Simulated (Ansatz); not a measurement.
**GaN (P6_3mc): the gap up the ladder of methods**

Aim: the gap of GaN (P6_3mc) at several levels of theory on one structure, with the time that each takes.

Calculated with Ansatz 0.2.0; density functionals, hybrids and G0W0, plane waves, PAW.

Most raw output is cut from this account.

The database entry behind the starting cell has ideal inner coordinates that were not refined, so it need not match the best structure at ambient conditions.

In doubt: masses and optical values from hybrid runs of this build are listed as unsure (step 10), which bears on the screening that GW takes from such a start.

## 1. Set-up

The structure is hexagonal, space group P6_3mc (No. 186). The conventional cell has a = 3.190 Å, b = 3.190 Å, c = 5.189 Å, α = 90.00°, β = 90.00°, γ = 120.00°. Nearest to Ga lie 4 N at 1.95 Å. Nearest to N lie 4 Ga at 1.95 Å. Farther neighbours and most contacts between anions are not listed.

The cell and positions come from the Crystallography Open Database and are kept as given unless a step says otherwise. The default PAW set here is soft_2. Its files were made with PBE.

## 2. LDA on the 12×12×4 mesh

This step: DFT, LDA, plane waves, PAW.

input.yaml

```yaml
crystal:
  lattice:
    - [3.19, 0.0, 0.0]
    - [-1.595, 2.7626210381, 0.0]
    - [0.0, 0.0, 5.189]
  atoms:
    - { symbol: Ga, position: [0.6666666667, 0.3333333333, 0.0] }
    - { symbol: Ga, position: [0.3333333333, 0.6666666667, 0.5] }
    - { symbol: "N", position: [0.6666666667, 0.3333333333, 0.375] }
    - { symbol: "N", position: [0.3333333333, 0.6666666667, 0.875] }
kpoints:
  mp_grid: { grid: [12, 12, 4] }
  band_path:
    path:
      - [0.0, 0.0, 0.0]
      - [0.5, 0.0, 0.0]
      - [0.33333333, 0.33333333, 0.0]
      - [0.0, 0.0, 0.5]
      - [0.5, 0.0, 0.5]
      - [0.33333333, 0.33333333, 0.5]
    npoints: 1
hamiltonian:
  xc: lda
scf:
  occupations: { method: fixed }
  n_extra_bands: 5
output:
  eigenvalues: true
```

On the command line:

```console
ansatz run input.yaml --threads 3 --pin off --max-ram 92160MiB --backend cuda --events-out ev --progress --plain --runs-dir out --devices 1 --max-vram 13GiB  # rebuilt from the run's record
```

Elapsed: 3.1 s, on 1 × NVIDIA H100 80GB HBM3 (shared by 6 runs) with 3 threads of AMD EPYC 7R13 (Zen 3), shared host; peak memory 0.89 GiB.

Numbers from this step:

* gap: 1.897 eV
* valence top at: Γ
* conduction bottom at: Γ
* least direct gap: 1.897 eV

Over mesh and listed points the gap is 1.897 eV, direct, at k = Γ.

## 3. PBE on the 12×12×4 mesh

Levels along a band path and on the mesh show where this functional puts the band edges.

This step: DFT, PBE, plane waves, PAW.

input.yaml

```yaml
crystal:
  lattice:
    - [3.19, 0.0, 0.0]
    - [-1.595, 2.7626210381, 0.0]
    - [0.0, 0.0, 5.189]
  atoms:
    - { symbol: Ga, position: [0.6666666667, 0.3333333333, 0.0] }
    - { symbol: Ga, position: [0.3333333333, 0.6666666667, 0.5] }
    - { symbol: "N", position: [0.6666666667, 0.3333333333, 0.375] }
    - { symbol: "N", position: [0.3333333333, 0.6666666667, 0.875] }
kpoints:
  mp_grid: { grid: [12, 12, 4] }
  band_path:
    path:
      - [[0.0, 0.0, 0.0], [0.5, 0.0, 0.0], [0.33333333, 0.33333333, 0.0], [0.0, 0.0, 0.0], [0.0, 0.0, 0.5], [0.5, 0.0, 0.5], [0.33333333, 0.33333333, 0.5], [0.0, 0.0, 0.5]]
      - [[0.5, 0.0, 0.5], [0.5, 0.0, 0.0]]
      - [[0.33333333, 0.33333333, 0.5], [0.33333333, 0.33333333, 0.0]]
    npoints: 10
hamiltonian:
  xc: pbe
scf:
  occupations: { method: fermi_dirac, width: 0.02 }
  n_extra_bands: 5
output:
  eigenvalues: true
  write_density: true
  write_potential: true
  elf: true
  volumetric_format: npy
```

Wall time 6.5 s (1 × NVIDIA H100 80GB HBM3 (shared by 6 runs) with 3 threads); peak memory 0.9 GiB.

Numbers from this step:

* filled bands: 18
* gap: 1.890 eV
* valence top at: Γ
* conduction bottom at: Γ
* least direct gap: 1.890 eV

Over mesh and path the gap is 1.890 eV, direct, at k = Γ. PBE against LDA: 1.890 − 1.897 = −0.007 eV, with the same mesh, files and cutoff, and both edges at the same k points.

## 4. PBE+SOC on the 12×12×4 mesh

This run has two-component orbitals with spin-orbit coupling.

This step: DFT, PBE with spin-orbit coupling, plane waves, PAW.

input.yaml, the sections that differ from step 3:

```yaml
kpoints:
  mp_grid: { grid: [12, 12, 4] }
  band_path:
    path:
      - [0.0, 0.0, 0.0]
      - [0.5, 0.0, 0.0]
      - [0.33333333, 0.33333333, 0.0]
      - [0.0, 0.0, 0.5]
      - [0.5, 0.0, 0.5]
      - [0.33333333, 0.33333333, 0.5]
    npoints: 1
scf:
  occupations: { method: fixed }
  n_extra_bands: 10
magnetization:
  noncollinear: true
  spin_orbit: true
output:
  eigenvalues: true
# crystal, hamiltonian: as in step 3
```

It took 8.9 s on 1 × NVIDIA H100 80GB HBM3 (shared by 6 runs) with 3 threads; peak memory 0.94 GiB.

Numbers from this step:

```yaml
gap: 1.887 eV
valence_top_at: Γ
conduction_bottom_at: Γ
least_direct_gap: 1.887 eV
```

Over mesh and listed points the gap is 1.887 eV, direct, at k = Γ. PBE+SOC against PBE: 1.887 − 1.890 = −0.003 eV, with the same mesh, set of files (read in its fully relativistic form for the spin-orbit run) and cutoff, and both edges at the same k points. The spin-orbit run sees mesh and listed points alone, so its gap is an upper bound: the coupling can move an edge off these points, the more so as this crystal has no centre of inversion, and the change over the zone, its sign included where it is small, is not known.

## 5. r2SCAN on the 12×12×4 mesh

r2SCAN is a meta-GGA: it depends on the kinetic-energy density as well as on the density and its gradient.

This step: DFT, r2SCAN, plane waves, PAW.

input.yaml, as its differences from that of step 4:

```diff
@@ -22,10 +22,11 @@
 hamiltonian:
-  xc: pbe
+  xc: r2scan
 scf:
   occupations: { method: fixed }
-  n_extra_bands: 10
-magnetization:
-  noncollinear: true
-  spin_orbit: true
+  n_extra_bands: 5
 output:
   eigenvalues: true
+  write_density: true
+  write_potential: true
+  elf: true
+  volumetric_format: npy
```

The job ended after 7.9 s (1 × NVIDIA H100 80GB HBM3 (shared by 6 runs) with 3 threads; peak memory 0.95 GiB).

This step gave:

- gap: 2.305 eV
- valence top at: Γ
- conduction bottom at: Γ
- least direct gap: 2.305 eV

Over mesh and listed points the gap is 2.305 eV, direct, at k = Γ. r2SCAN against PBE: 2.305 − 1.890 = +0.415 eV. The runs also differ in plane-wave cutoff (420 eV and 500 eV), so how much of this comes from the functional alone is not known.

## 6. HSE06 on the 6×6×4 mesh

HSE06 mixes in a quarter of exact exchange at short range.

This step: DFT, HSE06, plane waves, PAW.

input.yaml, as its differences from that of step 5:

```diff
@@ -11,3 +11,3 @@
 kpoints:
-  mp_grid: { grid: [12, 12, 4] }
+  mp_grid: { grid: [6, 6, 4] }
   band_path:
@@ -22,3 +22,3 @@
 hamiltonian:
-  xc: r2scan
+  xc: hse06
 scf:
```

Elapsed: 16 s, on 1 × NVIDIA H100 80GB HBM3 (shared by 6 runs) with 3 threads; peak memory 1.4 GiB; 23 s of CPU time.

This step gave:

```
gap                     : 3.148 eV
valence top at          : Γ
conduction bottom at    : Γ
least direct gap        : 3.148 eV
exact-exchange fraction : 0.25
```

Over mesh and listed points the gap is 3.148 eV, direct, at k = Γ. HSE06 against PBE: 3.148 − 1.890 = +1.258 eV. The runs also differ in mesh (12×12×4 and 6×6×4), so how much of this comes from the functional alone is not known.

## 7. PBE0 on the 6×6×4 mesh

PBE0 mixes in a quarter of exact exchange at all distances.

This step: DFT, PBE0, plane waves, PAW.

input.yaml, as its differences from that of step 6:

```diff
@@ -22,3 +22,3 @@
 hamiltonian:
-  xc: hse06
+  xc: pbe0
 scf:
@@ -28,5 +28 @@
   eigenvalues: true
-  write_density: true
-  write_potential: true
-  elf: true
-  volumetric_format: npy
```

Elapsed: 21 s, on 1 × NVIDIA H100 80GB HBM3 (shared by 6 runs) with 3 threads; peak memory 1.4 GiB.

This step gave:

```yaml
gap: 3.839 eV
valence_top_at: Γ
conduction_bottom_at: Γ
least_direct_gap: 3.839 eV
exact_exchange_fraction: 0.25
```

Over mesh and listed points the gap is 3.839 eV, direct, at k = Γ. PBE0 against HSE06: 3.839 − 3.148 = +0.691 eV, with the same mesh, files and cutoff, and both edges at the same k points.

## 8. DDH-PBE0 on the 6×6×4 mesh

The input asks for a share of exact exchange of one over the crystal's ε∞, which the program works out first.

This step: DFT, dielectric-dependent PBE0 (fraction 1/eps_inf of PBE), plane waves, PAW.

input.yaml, as its differences from that of step 7:

```diff
@@ -10,2 +10,3 @@
     - { symbol: "N", position: [0.3333333333, 0.6666666667, 0.875] }
+  host: atoms
 kpoints:
@@ -22,3 +23,6 @@
 hamiltonian:
-  xc: pbe0
+  xc:
+    exchange: pbe
+    correlation: pbe
+    exx: { coeff: inverse_dielectric }
 scf:
```

It took 53 s on 1 × NVIDIA H100 80GB HBM3 (shared by 6 runs) with 3 threads; peak memory 2.2 GiB; 92 s of CPU time.

This step gave:

```yaml
gap: 3.203 eV
valence_top_at: Γ
conduction_bottom_at: Γ
least_direct_gap: 3.203 eV
exact_exchange_fraction: 0.1710
```

Over mesh and listed points the gap is 3.203 eV, direct, at k = Γ. DDH-PBE0 against PBE0: 3.203 − 3.839 = −0.636 eV, with the same mesh, files and cutoff, and both edges at the same k points.

## 9. G0W0@PBE, 6×6×4 mesh, 293 empty bands, screening to 200 eV

G0W0 replaces the xc potential by a self-energy built once from the orbitals of the start. Levels are corrected in the window of bands that the input names, at points of the mesh.

This step: G0W0 on PBE, plane waves, PAW.

input.yaml

```yaml
crystal:
  lattice:
    - [3.19, 0.0, 0.0]
    - [-1.595, 2.7626210381, 0.0]
    - [0.0, 0.0, 5.189]
  atoms:
    - { symbol: Ga, position: [0.6666666667, 0.3333333333, 0.0] }
    - { symbol: Ga, position: [0.3333333333, 0.6666666667, 0.5] }
    - { symbol: "N", position: [0.6666666667, 0.3333333333, 0.375] }
    - { symbol: "N", position: [0.3333333333, 0.6666666667, 0.875] }
kpoints:
  mp_grid: { grid: [6, 6, 4] }
hamiltonian:
  xc: pbe
scf:
  occupations: { method: fixed }
gw:
  n_empty_bands: 293
  ecut_chi: 200.0
  qp_bands: [v2, c2]
  qp_kpoints: band_edges
  screening: { model: contour_deformation }
```

Wall time 31 s (1 × NVIDIA H100 80GB HBM3 (shared by 6 runs) with 3 threads); peak memory 1.5 GiB.

Numbers from this step:

```yaml
bands_summed: 311
rpa_eps_infinity_on_this_mesh_eigenvalues: 5.969, 6.004, 6.004
plane_waves_in_the_screening_matrix: 311
g0w0_gap_over_the_corrected_points: 3.022 eV
k_of_the_valence_top: 0, 0, 0
k_of_the_conduction_bottom: 0, 0, 0
starting_gap_on_the_mesh: 1.889 eV
z_at_the_valence_top: 0.7679
z_at_the_conduction_bottom: 0.8031
least_direct_g0w0_gap_over_the_corrected_points: 3.022 eV
```

Over 15 of 21 irreducible mesh points the G0W0 gap is 3.022 eV, direct, at k = Γ. The PBE gap of this run on the mesh is 1.889 eV. The two states that bound the G0W0 gap lie that far apart at the start, so the correction of the gap is 3.022 − 1.889 = +1.133 eV.

## 10. G0W0@HSE06, 6×6×4 mesh, 136 empty bands, screening to 120 eV

This step: G0W0 on HSE06, plane waves, PAW.

input.yaml, as its differences from that of step 9:

```diff
@@ -13,3 +13,3 @@
 hamiltonian:
-  xc: pbe
+  xc: hse06
 scf:
@@ -17,4 +17,4 @@
 gw:
-  n_empty_bands: 293
-  ecut_chi: 200.0
+  n_empty_bands: 136
+  ecut_chi: 120
   qp_bands: [v2, c2]
```

It took 35 s on 1 × NVIDIA H100 80GB HBM3 (shared by 6 runs) with 3 threads; peak memory 1.6 GiB.

Numbers from this step:

```yaml
bands_summed: 154
rpa_eps_infinity_on_this_mesh_eigenvalues: 4.548, 4.548, 4.565
plane_waves_in_the_screening_matrix: 135
g0w0_gap_over_the_corrected_points: 3.601 eV
k_of_the_valence_top: 0, 0, 0
k_of_the_conduction_bottom: 0, 0, 0
starting_gap_on_the_mesh: 3.148 eV
z_at_the_valence_top: 0.8024
z_at_the_conduction_bottom: 0.8337
least_direct_g0w0_gap_over_the_corrected_points: 3.601 eV
```

Over 15 of 21 irreducible mesh points the G0W0 gap is 3.601 eV, direct, at k = Γ. The HSE06 gap of this run on the mesh is 3.148 eV. The two states that bound the G0W0 gap lie that far apart at the start, so the correction of the gap is 3.601 − 3.148 = +0.453 eV. G0W0@HSE06 against G0W0@PBE with 154 bands (a further run, in the table below): 3.601 − 3.007 = +0.594 eV, with the same mesh, files and cutoffs, and both edges at the same k points.

## 11. G0W0@r2SCAN, 6×6×4 mesh, 136 empty bands, screening to 120 eV

This step: G0W0 on r2SCAN, plane waves, PAW.

input.yaml, as its differences from that of step 10:

```diff
@@ -13,3 +13,3 @@
 hamiltonian:
-  xc: hse06
+  xc: r2scan
 scf:
```

Run time: 31 s. Hardware: 1 × NVIDIA H100 80GB HBM3 (shared by 6 runs) with 3 threads; peak memory 1.3 GiB.

This step gave:

| Quantity | Value |
| --- | --- |
| bands summed | 154 |
| RPA ε∞ on this mesh (eigenvalues) | 5.288, 5.299, 5.299 |
| plane waves in the screening matrix | 135 |
| G0W0 gap over the corrected points | 3.244 eV |
| k of the valence top | 0, 0, 0 |
| k of the conduction bottom | 0, 0, 0 |
| starting gap on the mesh | 2.304 eV |
| Z at the valence top | 0.7848 |
| Z at the conduction bottom | 0.8185 |
| least direct G0W0 gap over the corrected points | 3.244 eV |

Over 15 of 21 irreducible mesh points the G0W0 gap is 3.244 eV, direct, at k = Γ. The r2SCAN gap of this run on the mesh is 2.304 eV. The two states that bound the G0W0 gap lie that far apart at the start, so the correction of the gap is 3.244 − 2.304 = +0.940 eV. G0W0@r2SCAN against G0W0@HSE06 with 154 bands: 3.244 − 3.601 = −0.357 eV. The runs also differ in plane-wave cutoff (420 eV and 500 eV), so how much of this comes from the start alone is not known.

## 12. Gap and time by level

Each gap is the least one over the points named; times are wall times on shared hosts, not benchmarks. A G0W0 time includes the run's own self-consistent start. Runs with listed points see these and the mesh alone, so an edge that moves elsewhere is missed. Rows marked * are further runs, not shown as steps, whose inputs differ from the G0W0 step on the same start in the columns given; solver thresholds can differ too.

| level | mesh | files, cutoff | bands summed, screening | points | gap (eV) | valence top | conduction bottom | least direct gap (eV) | time |
| --- | --- | --- | --- | --- | --- | --- | --- | --- | --- |
| LDA | 12×12×4 | soft_2 PAW, 420 eV | - | mesh and listed points | 1.897 | Γ | Γ | 1.897 | 3.1 s |
| PBE | 12×12×4 | soft_2 PAW, 420 eV | - | mesh and path | 1.890 | Γ | Γ | 1.890 | 6.5 s |
| PBE+SOC | 12×12×4 | soft_2 PAW, 420 eV | - | mesh and listed points | 1.887 | Γ | Γ | 1.887 | 8.9 s |
| r2SCAN | 12×12×4 | soft_2 PAW, 500 eV | - | mesh and listed points | 2.305 | Γ | Γ | 2.305 | 7.9 s |
| HSE06 | 6×6×4 | soft_2 PAW, 420 eV | - | mesh and listed points | 3.148 | Γ | Γ | 3.148 | 16 s |
| PBE0 | 6×6×4 | soft_2 PAW, 420 eV | - | mesh and listed points | 3.839 | Γ | Γ | 3.839 | 21 s |
| DDH-PBE0 | 6×6×4 | soft_2 PAW, 420 eV | - | mesh and listed points | 3.203 | Γ | Γ | 3.203 | 53 s |
| G0W0@PBE* | 6×6×4 | soft_2 PAW, 420 eV | 66, 60 eV | 15 of 21 irreducible mesh points | 2.867 | Γ | Γ | 2.867 | 13 s |
| G0W0@PBE* | 6×6×4 | soft_2 PAW, 420 eV | 154, 120 eV | 15 of 21 irreducible mesh points | 3.007 | Γ | Γ | 3.007 | 19 s |
| G0W0@PBE | 6×6×4 | soft_2 PAW, 420 eV | 311, 200 eV | 15 of 21 irreducible mesh points | 3.022 | Γ | Γ | 3.022 | 31 s |
| G0W0@PBE* | 6×6×2 | soft_2 PAW, 420 eV | 154, 120 eV | 11 of 14 irreducible mesh points | 2.972 | Γ | Γ | 2.972 | 14 s |
| G0W0@HSE06 | 6×6×4 | soft_2 PAW, 420 eV | 154, 120 eV | 15 of 21 irreducible mesh points | 3.601 | Γ | Γ | 3.601 | 35 s |
| G0W0@r2SCAN | 6×6×4 | soft_2 PAW, 500 eV | 154, 120 eV | 15 of 21 irreducible mesh points | 3.244 | Γ | Γ | 3.244 | 31 s |

## 13. Outcome

```json
{
  "LDA, over mesh and listed points": "1.897 eV",
  "PBE, over mesh and path": "1.890 eV",
  "PBE+SOC, over mesh and listed points": "1.887 eV",
  "r2SCAN, over mesh and listed points": "2.305 eV",
  "HSE06, over mesh and listed points": "3.148 eV",
  "PBE0, over mesh and listed points": "3.839 eV",
  "DDH-PBE0, over mesh and listed points": "3.203 eV",
  "G0W0@PBE (311 bands, 6×6×4), over 15 of 21 irreducible mesh points": "3.022 eV",
  "G0W0@HSE06, over 15 of 21 irreducible mesh points": "3.601 eV",
  "G0W0@r2SCAN, over 15 of 21 irreducible mesh points": "3.244 eV",
  "known limits": "finite bands, screening cutoff and k mesh; no spin-orbit coupling in G0W0; d shells not analysed"
}
```

**Reading.** The rows run from 1.887 eV (PBE+SOC) to 3.839 eV (PBE0). They differ in mesh, plane-wave cutoff, bands and screening cutoff of G0W0 and the points over which the gap was sought as well as in level, so only pairs that share these are like for like. PBE against LDA: 1.890 − 1.897 = −0.007 eV, with the same mesh, files and cutoff, and both edges at the same k points. PBE+SOC against PBE: 1.887 − 1.890 = −0.003 eV, with the same mesh, set of files (read in its fully relativistic form for the spin-orbit run) and cutoff, and both edges at the same k points. The spin-orbit run sees mesh and listed points alone, so its gap is an upper bound: the coupling can move an edge off these points, the more so as this crystal has no centre of inversion, and the change over the zone, its sign included where it is small, is not known. PBE0 against HSE06: 3.839 − 3.148 = +0.691 eV, with the same mesh, files and cutoff, and both edges at the same k points. DDH-PBE0 against PBE0: 3.203 − 3.839 = −0.636 eV, with the same mesh, files and cutoff, and both edges at the same k points. G0W0@HSE06 against G0W0@PBE with 154 bands: 3.601 − 3.007 = +0.594 eV, with the same mesh, files and cutoffs, and both edges at the same k points. The dielectric-dependent hybrid took 0.171 of exact exchange, against 0.25 in PBE0. G0W0@PBE (311 bands, 6×6×4) moves the gap of its own start on the mesh by 3.022 − 1.889 = +1.133 eV, between the same two levels. Both edges that PBE shows over mesh and path lie at k points where levels were corrected. Levels at other points were not corrected, so a lower G0W0 gap elsewhere in the zone is not ruled out. G0W0@HSE06 moves the gap of its own start on the mesh by 3.601 − 3.148 = +0.453 eV, between the same two levels. Both edges that HSE06 shows over mesh and listed points lie at k points where levels were corrected. Levels at other points were not corrected, so a lower G0W0 gap elsewhere in the zone is not ruled out. G0W0@r2SCAN moves the gap of its own start on the mesh by 3.244 − 2.304 = +0.940 eV, between the same two levels. Both edges that r2SCAN shows over mesh and listed points lie at k points where levels were corrected. Levels at other points were not corrected, so a lower G0W0 gap elsewhere in the zone is not ruled out. What spin-orbit coupling does to the G0W0 levels was not computed, so no sum with the G0W0 gap is formed. For G0W0@PBE: from 66 bands and 60 eV to 311 bands and 200 eV the gap moves by 3.022 − 2.867 = +0.155 eV (rung by rung 2.867, 3.007, 3.022 eV); bands and screening cutoff rise together, so their parts are not told apart. A line in one over the bands through the two highest rungs gives 3.022 + (3.022 − 3.007) × 154 / (311 − 154) = 3.037 eV, and through the pair below 3.007 + (3.007 − 2.867) × 66 / (154 − 66) = 3.112 eV. The two differ by 0.075 eV, not under the 0.030 eV asked, so the law does not hold well over these rungs and the limit is not known. The other G0W0 rows are shown at one basis each (154 bands), so their distance from the limit is not known here. With the 6×6×2 mesh in place of the 6×6×4 mesh and all else as in the G0W0@PBE row with 154 bands, the gap differs by 2.972 − 3.007 = −0.035 eV, and that of the start by 1.890 − 1.889 = +0.001 eV. The G0W0 runs are scalar-relativistic. One-shot GW is known to converge slowly in bands for compounds with shallow d shells. The cell holds Ga; the filling of the d shell and its place against the gap were not analysed here. G0W0@PBE runs of this series with other atomic data on the same mesh, not shown as steps, give 3.018 eV (hard PAW, 1020 eV, 162 bands, screening to 120 eV; the table's row with the same empty bands and screening cutoff has 3.007 eV); where bands and cutoffs differ too, the part of the files is not isolated.

[Paths, hosts, dates, memory and timing lines, banners, echoed tables and standing remarks are left out of the program output.]

[Logs are printed without paths, hosts, clocks, repeated set-up lines and the standing remarks that a program may print on its own settings, such as how far it seeks lower states.]

[Runs of the session that timed out or met a known fault of the program may be left out.]

[Cells called generated may have been cut or substituted from an entry of the Crystallography Open Database or the Materials Project.]

[Hosts, paths, dates, database ids (printed as entryN), source tags and the programs' standing remarks are cut or masked in the printed files.]

[Where an RPA ε∞ is given, it is that of the G0W0 mesh and is not shown converged in it. Names of k-points follow the symmetry that the program found, which can be lower than the space group named. Band edges on a path are those of the sampled points; other points can move an edge, and change direct to indirect where valleys lie close.]

[Hybrid gaps are those of their k-mesh and are not shown converged in it.]
